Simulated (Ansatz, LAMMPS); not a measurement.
# Structural relaxation of glassy 62SiO2-19Al2O3-19CaO (mol %) (118 atoms)

Aim: bring glassy 62SiO2-19Al2O3-19CaO (mol %) (118 atoms) to a nearby minimum of the energy and see what moves.

Program: Ansatz 0.2.0. Level of theory: Kohn-Sham DFT, PBEsol, PAW (set soft_2), plane waves. Results are calculated unless marked as measured.

### Step 1. The starting structure

The cell holds 118 atoms: 23 Si, 14 Al, 7 Ca and 74 O. Cell: a = 11.477 Å, b = 11.477 Å, c = 11.477 Å, α = 90.0°, β = 90.0°, γ = 90.0°. 118 atoms (23 Si, 14 Al, 7 Ca, 74 O) placed at random at 2.57 g/cm³, melted at 4000 K for 10 ps at fixed volume with the Morse and Coulomb pair potential with partial charges (Pedone, Malavasi, Menziani, Cormack and Segre, J. Phys. Chem. B 110, 11780 (2006)). Quenched from 4000 K to 300 K at 50 K/ps and fixed volume, held 10 ps at zero pressure, then minimised at fixed cell.

What the set-up can't give: The quench rate of 50 K/ps far exceeds what a furnace or splat quench reaches, so expect more defects and frozen-in strain than in a real sample. The network of bonds at the start is that of the classical potential that made the cell. Sampling is at Γ alone, for a cell whose shortest periodic width is 11 Å.

### Step 2. How the cell was made

A classical potential supplies the starting structure, since it reaches far longer times than DFT.

This step: classical MD, Morse and Coulomb pair potential with partial charges (Pedone, Malavasi, Menziani, Cormack and Segre, J. Phys. Chem. B 110, 11780 (2006)) (LAMMPS 22 Jul 2025 - Update 4).

Input file in.lmp:

```
# melt-quench of Si23Al14Ca7O74
units metal
atom_style charge
boundary p p p
region box block 0 11.7117 0 11.7117 0 11.7117
create_box 4 box
mass 1 28.0850   # Si
mass 2 26.9815   # Al
mass 3 40.0780   # Ca
mass 4 15.9990   # O
create_atoms 1 random 23 883547 NULL overlap 1.5 maxtry 2000
create_atoms 2 random 14 883554 NULL overlap 1.5 maxtry 2000
create_atoms 3 random 7 883561 NULL overlap 1.5 maxtry 2000
create_atoms 4 random 74 883568 NULL overlap 1.5 maxtry 2000
pair_style hybrid/overlay pedone 5.5 coul/long 8.0
pair_coeff * * coul/long
pair_coeff 1 4 pedone 0.340554 2.006700 2.100000 1   # Si-O
pair_coeff 2 4 pedone 0.361581 1.900442 2.164818 0.9   # Al-O
pair_coeff 3 4 pedone 0.030211 2.241334 2.923245 5   # Ca-O
pair_coeff 4 4 pedone 0.042395 1.379316 3.618701 22   # O-O
set type 1 charge 2.4
set type 2 charge 1.8
set type 3 charge 1.2
set type 4 charge -1.2
kspace_style pppm 1.0e-4
neigh_modify delay 0 every 1 check yes
thermo_style custom step time temp pe press density
thermo_modify norm yes
timestep 0.002
thermo 100
min_style cg
minimize 1e-4 1e-4 200 2000
reset_timestep 0
velocity all create 4000 883548 mom yes dist gaussian
# [... 14 lines left out ...]
thermo 1666
fix md all npt temp 300 300 0.2 iso 0 0 2
run 5000 post no
unfix md
thermo 100
min_style cg
minimize 0 1e-3 2000 20000
write_dump all custom glass.dump id type xs ys zs modify sort id
```

On the command line:

```bash
lmp -in in.lmp -log none -nocite
```

Numbers of over 12 decimals in the logs are rounded to 6 here.

Output:

```text
LAMMPS (22 Jul 2025 - Update 4)
Created orthogonal box = (0 0 0) to (11.7117 11.7117 11.7117)
Created 23 atoms
Created 14 atoms
Created 7 atoms
Created 74 atoms
PPPM initialization ...
  G vector (1/distance) = 0.37572043
  grid = 12 12 12
  estimated relative force accuracy = 8.0465381e-05
   Step          Time           Temp          PotEng         Press         Density
         0   0              0              3.9709865      1060634.6      2.571988
        90   0.18           0             -15.06287      -39092.581      2.571988
Loop time of 0.108593 s on 1 MPI rank(s) for 90 steps with 118 atoms
Minimization stats:
  Stopping criterion = energy tolerance
[... 37 lines left out ...]
     46648   93.296         281.64479     -15.239541     -2391.1422      2.6957204
     48000   96             305.00404     -15.241987      15506.54       2.7330487
Loop time of 5.29672 s on 1 MPI rank(s) for 5000 steps with 118 atoms
   Step          Time           Temp          PotEng         Press         Density
     48000   96             305.00404     -15.241993      15501.149      2.7330487
     48017   96.034         305.00404     -15.276806      4618.8864      2.7330487
Loop time of 0.0644871 s on 1 MPI rank(s) for 17 steps with 118 atoms
Minimization stats:
  Stopping criterion = linesearch alpha is zero
  Energy initial, next-to-last, final =
     -15.2419933796629  -15.2768060572586  -15.2768060572586
  Force two-norm initial, final = 14.081899 0.44535245
  Iterations, force evaluations = 17 67
```

Wall time 39 s (1 thread of Arm Neoverse N1, shared host); peak memory 0.072 GiB.

### Step 3. Single point at the start

The forces at the start show how far the geometry lies from a minimum of this functional.

Input file input.yaml:

```yaml
crystal:
  lattice:
    - [11.47697, 0.0, 0.0]
    - [0.0, 11.47697, 0.0]
    - [0.0, 0.0, 11.47697]
  atoms:
    - { symbol: Si, position: [0.01069, 0.49618, 0.59749] }
    - { symbol: Si, position: [0.5852, 0.96424, 0.2991] }
    - { symbol: Si, position: [0.38934, 0.53535, 0.41265] }
    - { symbol: Si, position: [0.29028, 0.31387, 0.5276] }
    - { symbol: Si, position: [0.49735, 0.08864, 0.91344] }
    - { symbol: Si, position: [0.49934, 0.1698, 0.43813] }
    - { symbol: Si, position: [0.15156, 0.62092, 0.39821] }
    - { symbol: Si, position: [0.44093, 0.82118, 0.5781] }
    - { symbol: Si, position: [0.22758, 0.9676, 0.5969] }
    - { symbol: Si, position: [0.85179, 0.22346, 0.85224] }
    - { symbol: Si, position: [0.94099, 0.97227, 0.88424] }
    - { symbol: Si, position: [0.1416, 0.18606, 0.17974] }
    - { symbol: Si, position: [0.41486, 0.40199, 0.76289] }
    - { symbol: Si, position: [0.09903, 0.5491, 0.00875] }
    - { symbol: Si, position: [0.97435, 0.79542, 0.29157] }
    - { symbol: Si, position: [0.66472, 0.31406, 0.2908] }
    - { symbol: Si, position: [0.02793, 0.43662, 0.23423] }
    - { symbol: Si, position: [0.67701, 0.36658, 0.68357] }
    - { symbol: Si, position: [0.594, 0.83516, 0.934] }
    - { symbol: Si, position: [0.65946, 0.27409, 0.02094] }
    - { symbol: Si, position: [0.40087, 0.67789, 0.80971] }
    - { symbol: Si, position: [0.68294, 0.53886, 0.01563] }
    - { symbol: Si, position: [0.7691, 0.87607, 0.72636] }
    - { symbol: Al, position: [0.11022, 0.14909, 0.43637] }
    - { symbol: Al, position: [0.09092, 0.93302, 0.08008] }
    - { symbol: Al, position: [0.89032, 0.31412, 0.41788] }
    - { symbol: Al, position: [0.28083, 0.74342, 0.05307] }
    - { symbol: Al, position: [0.77374, 0.57492, 0.27094] }
    - { symbol: Al, position: [0.64848, 0.74566, 0.41912] }
    - { symbol: Al, position: [0.77505, 0.62354, 0.62454] }
    - { symbol: Al, position: [0.54706, 0.73849, 0.17142] }
    - { symbol: Al, position: [0.60009, 0.04474, 0.65738] }
    - { symbol: Al, position: [0.29068, 0.17735, 0.78654] }
    - { symbol: Al, position: [0.28401, 0.3409, 0.99593] }
    - { symbol: Al, position: [0.08942, 0.35232, 0.82622] }
    - { symbol: Al, position: [0.42826, 0.54317, 0.13878] }
    - { symbol: Al, position: [0.63725, 0.48664, 0.46575] }
    - { symbol: Ca, position: [0.81535, 0.04186, 0.45853] }
    - { symbol: Ca, position: [0.26048, 0.92807, 0.86424] }
    - { symbol: Ca, position: [0.87506, 0.51138, 0.83641] }
    - { symbol: Ca, position: [0.0545, 0.73466, 0.75277] }
    - { symbol: Ca, position: [0.84704, 0.74627, 0.05279] }
    - { symbol: Ca, position: [0.85686, 0.05945, 0.1749] }
    - { symbol: Ca, position: [0.30862, 0.94345, 0.30626] }
    - { symbol: O, position: [0.68071, 0.36697, 0.54499] }
    - { symbol: O, position: [0.6673, 0.89736, 0.39556] }
    - { symbol: O, position: [0.39443, 0.7367, 0.68224] }
    - { symbol: O, position: [0.54493, 0.36594, 0.72988] }
    - { symbol: O, position: [0.68122, 0.45216, 0.32541] }
    - { symbol: O, position: [0.51088, 0.73753, 0.87362] }
    - { symbol: O, position: [0.06305, 0.07695, 0.1305] }
    - { symbol: O, position: [0.51657, 0.95382, 0.95298] }
    - { symbol: O, position: [0.06956, 0.44659, 0.71164] }
    - { symbol: O, position: [0.5491, 0.26932, 0.35316] }
    - { symbol: O, position: [0.7492, 0.76492, 0.65144] }
    - { symbol: O, position: [0.68891, 0.87354, 0.84011] }
    - { symbol: O, position: [0.55605, 0.1025, 0.78706] }
    - { symbol: O, position: [0.93091, 0.40439, 0.5342] }
    - { symbol: O, position: [0.56266, 0.56239, 0.0737] }
    - { symbol: O, position: [0.02076, 0.48612, 0.10531] }
    - { symbol: O, position: [0.1651, 0.26604, 0.51466] }
    - { symbol: O, position: [0.40248, 0.53804, 0.79474] }
    - { symbol: O, position: [0.77138, 0.24666, 0.34655] }
    - { symbol: O, position: [0.66711, 0.03643, 0.22196] }
    - { symbol: O, position: [0.92255, 0.91302, 0.33719] }
    - { symbol: O, position: [0.01993, 0.62195, 0.92042] }
    - { symbol: O, position: [0.28572, 0.0677, 0.68001] }
    - { symbol: O, position: [0.18476, 0.63339, 0.07177] }
    - { symbol: O, position: [0.77575, 0.21096, 0.9714] }
    - { symbol: O, position: [0.50401, 0.86765, 0.24382] }
    - { symbol: O, position: [0.9452, 0.32569, 0.87019] }
    - { symbol: O, position: [0.40382, 0.6994, 0.12171] }
    - { symbol: O, position: [0.38059, 0.21309, 0.49034] }
    - { symbol: O, position: [0.49806, 0.51789, 0.49769] }
    - { symbol: O, position: [0.19233, 0.13199, 0.29901] }
    - { symbol: O, position: [0.72282, 0.50211, 0.69947] }
    - { symbol: O, position: [0.96707, 0.18263, 0.42605] }
    - { symbol: O, position: [0.43675, 0.53333, 0.28516] }
    [... 34 atom lines left out ...]
    - { symbol: O, position: [0.73906, 0.62321, 0.92266] }
    - { symbol: O, position: [0.17174, 0.87782, 0.68434] }
    - { symbol: O, position: [0.0704, 0.94105, 0.9265] }
    - { symbol: O, position: [0.66309, 0.30112, 0.15525] }
    - { symbol: O, position: [0.92372, 0.60057, 0.65055] }
    - { symbol: O, position: [0.48877, 0.05142, 0.36119] }
kpoints:
  mp_grid: { grid: [1, 1, 1] }
hamiltonian:
  xc: pbesol
scf:
  occupations: { method: fixed }
output:
  forces: true
  stress: true
  populations: intrinsic
  dos:
    method: { smearing: { sigma: 0.08 } }
    de: 0.1
    projected: { site_lists: { Al: [Al], Ca: [Ca], O: [O], Si: [Si] } }
  eigenvalues: true
```

On the command line:

```bash
ansatz run input.yaml --threads 4 --pin off --max-ram 8192MiB --backend cpu --events-out ev --progress --plain --runs-dir out
```

Output:

```text
Engine: ansatz 0.2.0, aarch64-unknown-linux-gnu
Pseudopotentials: kind: paw
Pseudopotential: Si, paw, valence charge 4, recommended cutoff 420 eV (normal), Si.paw.azcp
Pseudopotential: Al, paw, valence charge 3, recommended cutoff 420 eV (normal), Al.paw.azcp
Pseudopotential: Ca, paw, valence charge 10, recommended cutoff 420 eV (normal), Ca.paw.azcp
Pseudopotential: O, paw, valence charge 6, recommended cutoff 420 eV (normal), O.paw.azcp
[... 3 lines on functional and potentials left out ...]
Crystal: 118 atoms, lattice volume = 1511.756 Å³
Basis set: ecut = 420 eV, 29423 PW (Γ), exchange–correlation on 160×160×160 points (8 copies of the dense FFT grid, shifted against one another)
Bands: 442, of which v1, the nominal top of the filled ones, is band 324 counted from 1 (323 counted from 0)
Symmetry: 1 space group operations
Space group: P1 (ITA 1), of the structure as read, at distance tolerance 1.1e-4 Å
k-points: 1
[... 13 lines on functional and potentials left out ...]
Initial density: superposition of atomic densities (neutral atoms: chi_scale 0, normalization atom), corrected by the library's trained network
Initial wavefunctions: pseudopotential atomic-orbital guess
Functional: x = pbesol(κ = 0.804, μ = 0.123457), c = pbesol(β = 0.046)
SCF iter   1: F=—  HF=-75842.150970 eV  |F-HF|=—  |Δ(HF+E_count)|=         —  Δρ=1.21e-2  dr2=1.74e0  ethr=1.77e-3  ⟨swp⟩=6.0  Hψ=1725  notcnv=0  defer=114
preconditioner: auto → Resta (q_TF=auto, 2.369 Å⁻¹)  ε∞=3.3  [insulator: Δε(μ)=3.714 eV  Ē_g=15.927 eV  n_scr=340 (ndim 8)  ℏωp=24.0 eV  f_vac=0.111  ε∞_Penn≈3.3]
SCF iter   2: F=—  HF=-75841.667263 eV  |F-HF|=—  |Δ(HF+E_count)|=   4.84e-1  Δρ=2.03e-3  dr2=3.50e-2  ethr=2.68e-4  ⟨swp⟩=2.0  Hψ=734  notcnv=0  defer=115
SCF iter   3: F=—  HF=-75841.667885 eV  |F-HF|=—  |Δ(HF+E_count)|=   6.22e-4  Δρ=8.93e-4  dr2=1.09e-2  ethr=5.39e-6  ⟨swp⟩=4.0  Hψ=567  notcnv=0  defer=116
SCF iter   4: F=—  HF=-75841.670701 eV  |F-HF|=—  |Δ(HF+E_count)|=   2.82e-3  Δρ=5.79e-4  dr2=4.33e-3  ethr=1.68e-6  ⟨swp⟩=3.0  Hψ=566  notcnv=0  defer=116
SCF iter   5: F=—  HF=-75841.670319 eV  |F-HF|=—  |Δ(HF+E_count)|=   3.82e-4  Δρ=9.10e-5  dr2=1.82e-4  ethr=6.68e-7  ⟨swp⟩=3.0  Hψ=566  notcnv=0  defer=116
SCF iter   6: F=—  HF=-75841.670476 eV  |F-HF|=—  |Δ(HF+E_count)|=   1.57e-4  Δρ=5.63e-5  dr2=4.24e-5  ethr=2.80e-8  ⟨swp⟩=2.0  Hψ=622  notcnv=0  defer=116
SCF iter   7: F=—  HF=-75841.670872 eV  |F-HF|=—  |Δ(HF+E_count)|=   3.95e-4  Δρ=1.57e-5  dr2=4.22e-6  ethr=6.54e-9  ⟨swp⟩=2.0  Hψ=701  notcnv=0  defer=116
SCF iter   8: F=—  HF=-75841.670877 eV  |F-HF|=—  |Δ(HF+E_count)|=   5.40e-6  Δρ=6.06e-6  dr2=6.17e-7  ethr=6.52e-10  ⟨swp⟩=2.0  Hψ=646  notcnv=0  defer=116
SCF iter   9: F=—  HF=-75841.670878 eV  |F-HF|=—  |Δ(HF+E_count)|=   6.82e-7  Δρ=3.68e-6  dr2=1.90e-7  ethr=1.54e-11  ⟨swp⟩=20.0  Hψ=3457  notcnv=0
SCF iter  10: F=-75841.670878 eV  HF=-75841.670878 eV  |F-HF|=3.56e-8  |Δ(HF+E_count)|=   9.66e-8  Δρ=9.47e-7  dr2=2.05e-8  ethr=1.54e-11  ⟨swp⟩=4.0  Hψ=1312  notcnv=0
SCF 1 converged in 10 iterations: F = -75841.670878 eV  dr2 = 2.05e-8
  greatest PAW one-centre occupation: 0.996 electrons in one spin orbital (limit 2), on the Ca atom at site 39 (counted from 0), in its partial waves of l = 0
SCF converged after 10 iterations
Free energy (F): -75841.670878 eV
Harris-Foulkes:  -75841.670878 eV  (|F-HF|=3.56e-8)
Internal energy: -75841.670878 eV  (E = F + TS)
E sigma→0 (E₀):  -75841.670878 eV
Fermi energy:    4.196486 eV
--- Per-component energies (eV) ---
  E_band       = -2967.447622
  E_kinetic    = 16546.006458
  E_local      = -41913.073180  (includes V_loc(G=0)·N_el)
  E_nonlocal   = 4748.602481
  E_hartree    = 15317.583762
  E_xc         = -8224.311934
  E_vxc        = -9690.023177  (∫ρ·V_xc dr)
  E_paw        = -35053.158479  (= ΣΔE_a)
  E_vpaw       = -3294.321808  (= ΣTr[D̂ρ^β])
  E_aug_tail   = 0.188946  (compensation charges beyond the density's cutoff)
  E_ewald      = -27267.945639
  E_core_change = 4.436707  (= ΣΔE_core)
  E_smearing   = -0.000000  (= −TS)
  E_closure    = -0.000000  (closes the sum)
  Σ components = -75841.670878   (vs F -75841.670878, Δ=0.00e0)
--- Forces (eV/Å), atoms counted from 1 ---
  atom   1  Si    -0.83152175    -0.24401789    -0.58100158
  atom   2  Si     0.74472667    -0.25921724     1.43591051
  atom   3  Si    -0.36520429    -1.29586347     0.33598760
  atom   4  Si     1.46144525     0.74525400    -0.49379231
  atom   5  Si     1.44842047    -1.04375468    -2.11498065
  atom   6  Si     0.87632260    -0.08794983     0.16000442
  atom   7  Si    -1.24102452    -1.42819771    -0.86348291
  atom   8  Si     0.91439793     1.33323131     1.54125520
  atom   9  Si     1.54686571     0.39333423     1.30523984
  atom  10  Si    -0.91887245     1.05553744     0.25623265
  atom  11  Si    -1.32757561     0.09592322     1.04750657
  atom  12  Si    -0.34612466     0.76118507     0.02023493
  atom  13  Si    -0.08142834     0.14496340    -1.04570904
  atom  14  Si     0.49396765    -0.43547984     0.00078759
[...]
atom 117  O      0.48830288     0.91140899     0.82655876
  atom 118  O     -1.81526579    -0.62192828    -0.50179298
  max |Σ_I F_I| component: 5.63e-5 eV/Å
--- Stress (GPa, compression-positive) ---
        6.756086       0.463873      -0.226563
        0.463869       2.230494      -0.136426
       -0.226564      -0.136424       5.762931
  P = ⅓ Tr σ = 4.9165 GPa (49.165 kbar)
--- Band table (eV) ---
  k-point 0: bands = ["-35.8622", "-35.3575", "-34.9093", "-34.8012", [... 426 levels ...], "13.8451", "13.9168", "13.9382", "13.9405", "13.9915", "14.0166", "14.0823", "14.1095", "14.2152", "14.2475", "14.2494", "14.2814"]
--- intrinsic populations: 118 sites ---
  site symbol       q [e]
     0     Si      2.3276
     1     Si      2.3749
     2     Si      2.2697
[...]
117      O      6.9524
  spilling = -0.000000 (of n_electrons = 648.000000)
```

Elapsed: 56 s, on 4 threads of Arm Neoverse N1, shared host; peak memory 2.1 GiB; 3.6 min of CPU time.

Numbers from this run:

* free energy: -75841.6709 eV
* free energy per atom: -642.7260 eV/atom
* SCF cycles: 10
* pressure: 4.917 GPa
* r.m.s. force component: 0.7917 eV/Å
* longest force: 3.369 eV/Å
* Fermi energy: 4.196 eV
* gap (highest filled to lowest empty level): 3.836 eV

The r.m.s. force component of 0.79 eV/Å and the pressure of 4.9 GPa set the starting point.

Neighbours are counted within 2.08 Å (O-Si), 2.19 Å (O-Al), 2.88 Å (O-Ca).

Length of the force by element and coordination:

```tsv
element	coordination	atoms	mean length of the force (eV/Å)	spread	least	most
Al	all	14	1.04	0.422	0.419	1.71
Ca	all	7	0.703	0.150	0.481	0.963
Ca	4	2	0.694	0.138	0.556	0.832
Ca	5	2	0.68	0.0139	0.666	0.694
Ca	6	2	0.848	0.115	0.732	0.963
Ca	7	1	0.481	0	0.481	0.481
O	all	74	1.27	0.572	0.172	3.37
O	2	40	1.15	0.547	0.172	3.37
O	3	31	1.42	0.569	0.48	2.81
O	4	3	1.40	0.541	0.776	2.10
Si	all	23	1.49	0.501	0.658	2.77
```

[end of part 1 of 3]

[Logs are printed without paths, hosts, clocks, repeated set-up lines and the standing remarks that a program may print on its own settings, such as how far it seeks lower states.]

[Hosts, paths, dates, database ids (printed as entryN), source tags and the programs' standing remarks are cut or masked in the printed files.]
